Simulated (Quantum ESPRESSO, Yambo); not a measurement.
Planning a run of Yambo 5.3.0 on MgH2 (P4_2/mnm). The input:

```
optics
bss
bse
em1s
dipoles
rim_cut
RandQpts= 1000000
RandGvec= 1 RL
Chimod= "HARTREE"
BSKmod= "SEX"
BSEmod= "resonant"
BSSmod= "d"
BSENGexx= 30 Ry
BSENGBlk= 6 Ry
% BSEQptR
 2 | 2 |
%
% BSEBands
 9 | 18 |
%
% BEnRange
 0 | 10 | eV
%
% BDmRange
 0.1 | 0.1 | eV
%
BEnSteps= 101
% BLongDir
 1 | 0 | 0 |
%
% BndsRnXs
 1 | 131 |
%
NGsBlkXs= 6 Ry
% LongDrXs
 1 | 1 | 1 |
%
% KfnQP_E
 2.132 | 1.0 | 1.0 |
%
WRbsWF
```

```sh
OMP_NUM_THREADS=2 mpirun -n 2 yambo -F bse7.in -J bse7,bse3_W -C bse7 > bse7.log
```

The stored states that it reads are on a 4×4×4 mesh. The structure is tetragonal, space group P4_2/mnm (No. 136). The conventional cell has a = 4.517 Å, b = 4.517 Å, c = 3.020 Å, α = 90.00°, β = 90.00°, γ = 90.00°. Nearest to Mg lie 6 H at 1.95 Å. Nearest to H lie 3 Mg at 1.95 Å. Farther neighbours are not listed.

**Question.** Estimate wall time and host memory on 2 MPI ranks of Intel Xeon Platinum 8259CL at 2.50GHz (Skylake/Cascade Lake), shared host.

It took 33 s; on shared hardware allow 17 s to 67 s. Peak host memory was 0.67 GiB.

The kernel grows as the square of the matrix size, and full diagonalisation as its cube.

[Paths, hosts, dates, memory and timing lines, banners, echoed tables and standing remarks are left out of the program output.]

[Logs are printed without paths, hosts, clocks, repeated set-up lines and the standing remarks that a program may print on its own settings, such as how far it seeks lower states.]

[Runs of the session that timed out or met a known fault of the program may be left out.]

[Hosts, paths, dates, database ids (printed as entryN), source tags and the programs' standing remarks are cut or masked in the printed files.]
